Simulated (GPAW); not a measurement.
# Cu K ELNES/XANES of CuSe2 (Pnnm) from DFT

How does the Cu K edge of CuSe2 (Pnnm) move when the bonds are compressed or stretched?

Main program and level: GPAW 26.7.0; X-ray absorption from dipole matrix elements to empty bands, plane-wave PAW LDA.

## Step 1: The structure

Symmetry: Pnnm, No. 58, orthorhombic system. Conventional cell: a = 5.025 Å, b = 6.194 Å, c = 3.745 Å, α = 90.00°, β = 90.00°, γ = 90.00°. Nearest to Se lie 1 Se at 2.33 Å and 3 Cu at 2.56 Å. Nearest to Cu lie 6 Se at 2.56 Å. Farther neighbours and most contacts between anions are not listed.

As a file:

```
Se Cu
1.0
     5.02520    0.00000    0.00000
     0.00000    6.19410    0.00000
     0.00000    0.00000    3.74470
Se Cu
4 2
Direct
  0.68350 0.11510 0.50000
  0.31650 0.88490 0.50000
  0.18350 0.38490 0.00000
  0.81650 0.61510 0.00000
  0.50000 0.50000 0.50000
  0.00000 0.00000 0.00000
```

## Step 2: Ground state of the crystal

The ground state comes first: it tells whether the system has a gap, which decides how the excited electron is treated.

The input, scf.py:

```python
import numpy as np
from ase import Atoms
from ase.parallel import parprint, paropen
from gpaw import GPAW, PW, FermiDirac, Mixer, MixerDif, setup_paths
from gpaw.test import gen
setup_paths.insert(0, '.')
gen('Cu', name='nch1s', xcname='LDA', corehole=(1, 0, 0), write_xml=True)
from gpaw.mpi import world
world.barrier()

atoms = Atoms('Se4Cu2',
    cell=[[5.0252, 0, 0],
     [0, 6.1941, 0],
     [0, 0, 3.7447]],
    scaled_positions=[[0.6835, 0.1151, 0.5],
     [0.3165, 0.8849, 0.5],
     [0.1835, 0.3849, 0],
     [0.8165, 0.6151, 0],
     [0.5, 0.5, 0.5],
     [0, 0, 0]],
    pbc=True)
atoms.calc = calc = GPAW(legacy_gpaw=True, mode=PW(430), xc='LDA', setups={4: 'nch1s'},
    kpts={'size': (5, 4, 7), 'gamma': True}, occupations=FermiDirac(0.05),
    charge=0, mixer=Mixer(0.1, 5, 50), maxiter=150,
    convergence={'density': 0.0001}, txt='scf.txt')
energy = atoms.get_potential_energy() + calc.get_reference_energy()
ef = calc.get_fermi_level()
out = dict(energy=energy, fermi=ef, forces=atoms.get_forces().tolist())
parprint(f'all-electron energy {energy:.4f} eV, Fermi level {ef:.4f} eV')
ev = np.array([[calc.get_eigenvalues(k, s) for k in range(len(calc.get_ibz_k_points()))] for s in range(calc.get_number_of_spins())])
out['homo'], out['lumo'], out['counts'] = ev[ev < ef].max(), ev[ev > ef].min(), sorted(set((ev < ef).sum((0, 2)).tolist()))
out['filled'] = (ev[:, 0] < ef).sum(1).tolist()
import json
with paropen('out.json', 'w') as f:
    json.dump(out, f)
```

The run is started by

```bash
> OMP_NUM_THREADS=1 mpirun -n 2 gpaw python scf.py
```

Numbers of over 12 decimals in the logs are rounded to 6 here.

Output:

```text
Input parameters:
  convergence: {density: 0.0001}
  kpts: {gamma: True,
         size: (5, 4, 7)}
  maxiter: 150
  mixer: {backend: pulay,
          beta: 0.1,
          method: separate,
          nmaxold: 5,
          weight: 50}
  mode: {ecut: 430.0,
         name: pw}
  occupations: {fixmagmom: False,
                name: fermi-dirac,
                width: 0.05}
  setups: {4: nch1s}

Initialize ...

[... PAW data sets ...]

Reference energy: -353970.888662  # eV

Spin-paired calculation

[... convergence settings ...]
Symmetries present (total): 4
  [... symmetry matrices ...]

140 k-points: 5 x 4 x 7 Monkhorst-Pack grid + [0.000000,1/8,0.000000]
44 k-points in the irreducible part of the Brillouin zone
       k-points in crystal coordinates                weights
   0:     0.00000000    0.00000000    0.00000000          1/140
   1:     0.00000000    0.00000000    0.14285714          2/140
   2:     0.00000000    0.00000000    0.28571429          2/140
   3:     0.00000000    0.00000000    0.42857143          2/140
   4:     0.00000000    0.25000000    0.00000000          2/140
   5:     0.00000000    0.25000000    0.14285714          4/140
   6:     0.00000000    0.25000000    0.28571429          4/140
   7:     0.00000000    0.25000000    0.42857143          4/140
   8:     0.00000000    0.50000000    0.00000000          1/140
   9:     0.00000000    0.50000000    0.14285714          2/140
          ...
  43:     0.40000000    0.50000000    0.42857143          4/140

Wave functions: Plane wave expansion
  Cutoff energy: 430.000 eV
  Number of coefficients (min, max): 2328, 2393
  Pulay-stress correction: 0.000000 eV/Ang^3 (de/decut=0.000000)
  Using FFTW library
  Wavefunction extrapolation:
    Improved wavefunction reuse through dual PAW basis

Occupation numbers: Fermi-Dirac:
  width: 0.0500  # eV

Eigensolver
   Davidson(niter=2)

Densities:
  Coarse grid: 25*30*18 grid
  Fine grid: 50*60*36 grid
  Total Charge: 0.000000

Density mixing:
  Method: separate
  Backend: pulay
  Linear mixing parameter: 0.1
  old densities: 5
  Width of damping distribution: 1.1
  Damping of long wavelength oscillations: 50

[... Hamiltonian set-up ...]
Number of atoms: 6
Number of atomic orbitals: 34
Number of bands in calculation: 32
Number of valence electrons: 46
Bands to converge: occupied

... initialized

Initializing position-dependent things.

Density initialized from atomic densities
Creating initial wave functions:
  32 bands from LCAO basis set

Positions:
   0 Se     3.434724    0.712941    1.872350    ( 0.0000,  0.0000,  0.0000)
   1 Se     1.590476    5.481159    1.872350    ( 0.0000,  0.0000,  0.0000)
   2 Se     0.922124    2.384109    0.000000    ( 0.0000,  0.0000,  0.0000)
   3 Se     4.103076    3.809991    0.000000    ( 0.0000,  0.0000,  0.0000)
   4 Cu     2.512600    3.097050    1.872350    ( 0.0000,  0.0000,  0.0000)
   5 Cu     0.000000    0.000000    0.000000    ( 0.0000,  0.0000,  0.0000)

Unit cell:
           periodic     x           y           z      points  spacing
  1. axis:    yes    5.025200    0.000000    0.000000    25     0.2010
  2. axis:    yes    0.000000    6.194100    0.000000    30     0.2065
  3. axis:    yes    0.000000    0.000000    3.744700    18     0.2080

  Lengths:   5.025200   6.194100   3.744700
  Angles:   90.000000  90.000000  90.000000

Effective grid spacing dv^(1/3) = 0.2052

iter:   1   -28.502586
iter:   2   -26.733096   -1.31  -1.24
iter:   3   -26.477721   -1.43  -1.35
iter:   4   -26.383576   -2.65  -1.46
iter:   5   -26.357716   -2.65  -1.73
iter:   6   -26.353085   -2.98  -2.35
iter:   7   -26.349609c  -3.82  -2.76
iter:   8   -26.349502c  -4.50  -3.00
iter:   9   -26.349650c  -4.49  -3.08
iter:  10   -26.349437c  -5.07  -3.48
iter:  11   -26.349426c  -5.56  -3.98
iter:  12   -26.349426c  -6.99  -4.01c
iter:  13   -26.349428c  -6.56  -4.01c
iter:  14   -26.349427c  -8.21c -4.09c

Converged after 14 iterations.

Dipole moment: (0.000000, 0.000000, 0.000000) |e|*Ang

Energy contributions relative to reference atoms: (reference = -353970.888662)

Kinetic:         +2.720261
Potential:       -6.493817
External:        +0.000000
XC:             -22.600818
Entropy (-ST):   -0.022821
Local:           +0.036358
SIC:             +0.000000
--------------------------
Free energy:    -26.360838
Extrapolated:   -26.349427

Showing only first 2 kpts
 Kpt  Band  Eigenvalues  Occupancy
  0    21      7.33197    0.00000
  0    22      7.35097    0.00000
  0    23      7.65657    0.00000
  0    24      8.31483    0.00000

  1    21      6.77922    0.00655
  1    22      6.83997    0.00195
  1    23      7.16068    0.00000
  1    24      8.32282    0.00000

Fermi level: 6.49327

No gap
No difference between direct/indirect transitions

Forces in eV/Ang:
  0 Se    0.32570    0.12281    0.00000
  1 Se   -0.32570   -0.12281    0.00000
  2 Se    0.32579   -0.12286    0.00000
  3 Se   -0.32579    0.12286    0.00000
  4 Cu    0.00000    0.00000    0.00000
  5 Cu    0.00000    0.00000    0.00000
Scalar-relativistic atomic LDA calculation for Cu (Copper, Z=29)
Core hole in 1s state (1s occupation: 2.0)
600 radial gridpoints.
|------------------------------------------------|
|------------------------------------------------|
[... the atom generator's iteration count ...]

Energy contributions:
-------------------------
Kinetic:    +1675.285700
XC:           -64.895881
Potential:  -3262.312180
-------------------------
Total:      -1651.922361

state      eigenvalue         ekin         rmax
-----------------------------------------------
1s^2.0 :  -324.467727   418.664247        0.034
2s^2.0 :   -38.956231    78.634526        0.197
2p^6.0 :   -33.679353    76.825479        0.158
3s^2.0 :    -4.193271    17.288793        0.614
3p^6.0 :    -2.647366    15.189343        0.619
3d^10.0:    -0.195673     9.285239        0.600
4s^1.0 :    -0.178486     1.169252        2.257
4p^0.0 :    -0.028757     0.396770        3.504
-----------------------------------------------
(units: Bohr and Hartree)

Generating PAW setup
Kinetic energy of the core from tauc = 1596.294566
Cutoffs:
rc(s)=2.200
rc(p)=2.200
rc(d)=2.000
rc(vbar)=1.800
rc(comp)=2.000
rc(nct)=2.200

Kinetic energy of the core states: 1581.264061
Charge: 0.0
Core electrons: 18.0
Valence electrons: 11.0
Pseudo-core charge: 0.387458
Shape function alpha=2.500
Pseudo-electron charge 4.216968
state    eigenvalue         norm
--------------------------------
4s(1) :    -0.178486     1.057125
*s    :     0.821514
4p(0) :    -0.028757     1.001617
*p    :     0.971243
3d(10):    -0.195673     0.277238
*d    :     0.804327
--------------------------------

Diagonalizing with gridspacing h=0.050

state   all-electron     PAW
-------------------------------
4s:      -0.178486    -0.178572
4p:      -0.028757    -0.028678
3d:      -0.195673    -0.196155
*f:                    0.071609
-------------------------------
all-electron energy -353997.2381 eV, Fermi level 6.4933 eV
```

The job ended after 36 s (2 MPI ranks of Arm Neoverse V1, shared host; peak memory 0.23 GiB).

The mesh shows no gap, so the system is treated as a metal and the core electron is put at the Fermi level (neutral cell).

## Step 3: Reference energy of the supercell

The photon energy needs a difference of total energies, so the cell and mesh of the coming hole run are first run without a hole.

Changes to scf.py since step 2:

```diff
@@ -10,15 +10,21 @@
 
-atoms = Atoms('Se4Cu2',
-    cell=[[5.0252, 0, 0],
-     [0, 6.1941, 0],
-     [0, 0, 3.7447]],
-    scaled_positions=[[0.6835, 0.1151, 0.5],
-     [0.3165, 0.8849, 0.5],
-     [0.1835, 0.3849, 0],
-     [0.8165, 0.6151, 0],
-     [0.5, 0.5, 0.5],
-     [0, 0, 0]],
+atoms = Atoms('Se8Cu4',
+    cell=[[-5.0252, 0, -3.7447],
+     [5.0252, 0, -3.7447],
+     [0, -6.1941, -3.7447]],
+    scaled_positions=[[0.4658, 0.1493, 0.8849],
+     [0.9658, 0.6493, 0.8849],
+     [0.0342, 0.3507, 0.1151],
+     [0.5342, 0.8507, 0.1151],
+     [0.1007, 0.2842, 0.6151],
+     [0.6007, 0.7842, 0.6151],
+     [0.8993, 0.7158, 0.3849],
+     [0.3993, 0.2158, 0.3849],
+     [0.75, 0.25, 0.5],
+     [0.25, 0.75, 0.5],
+     [0, 0, 0],
+     [0.5, 0.5, 0]],
     pbc=True)
-atoms.calc = calc = GPAW(legacy_gpaw=True, mode=PW(430), xc='LDA', setups={4: 'nch1s'},
-    kpts={'size': (5, 4, 7), 'gamma': True}, occupations=FermiDirac(0.05),
+atoms.calc = calc = GPAW(legacy_gpaw=True, mode=PW(430), xc='LDA', setups={8: 'nch1s'},
+    kpts={'size': (3, 3, 3), 'gamma': True}, occupations=FermiDirac(0.1),
     charge=0, mixer=Mixer(0.1, 5, 50), maxiter=150,
```

Output:

```text
Input parameters:
  convergence: {density: 0.0001}
  kpts: {gamma: True,
         size: (3, 3, 3)}
  maxiter: 150
  mixer: {backend: pulay,
          beta: 0.1,
          method: separate,
          nmaxold: 5,
          weight: 50}
  mode: {ecut: 430.0,
         name: pw}
  occupations: {fixmagmom: False,
                name: fermi-dirac,
                width: 0.1}
  setups: {8: nch1s}

Initialize ...

[...]
<dir> UserWarning: Initial realspace grid (30,30,35) inconsistent with symmetries.
  warnings.warn(
<dir> UserWarning: Using symmetrized grid: (35,35,35).

  warnings.warn('Using symmetrized grid: ({},{},{}).\n'.format(*N_c))
<dir> UserWarning: Initial realspace grid (30,30,35) inconsistent with symmetries.
  warnings.warn(
<dir> UserWarning: Using symmetrized grid: (35,35,35).

  warnings.warn('Using symmetrized grid: ({},{},{}).\n'.format(*N_c))
all-electron energy -707994.4610 eV, Fermi level 6.4657 eV
[key lines of the parts left out:]
Converged after 15 iterations.
Dipole moment: (0.000000, -0.000000, -0.000000) |e|*Ang
Free energy:    -52.775761
Fermi level: 6.46569
```

Run time: 55 s. Hardware: 2 MPI ranks; peak memory 0.29 GiB.

Reference energy: -707994.461 eV with the cores included.

(Part 1 of 3 ends here.)

[Banner, clock and machine lines of the logs are left out without a mark of their own.]

[Logs are printed without paths, hosts, clocks, repeated set-up lines and the standing remarks that a program may print on its own settings, such as how far it seeks lower states.]

[Hosts, paths, dates, database ids (printed as entryN), source tags and the programs' standing remarks are cut or masked in the printed files.]

[Lists of maxima count a maximum above −3 eV only where it reaches 4 % of the highest in the window and stands out from its surroundings by 2 % of it (1.5 % where it reaches 55 %); shoulders and weaker maxima are passed over, and of the rest the first, up to two pre-edge ones and the few strongest are named.]
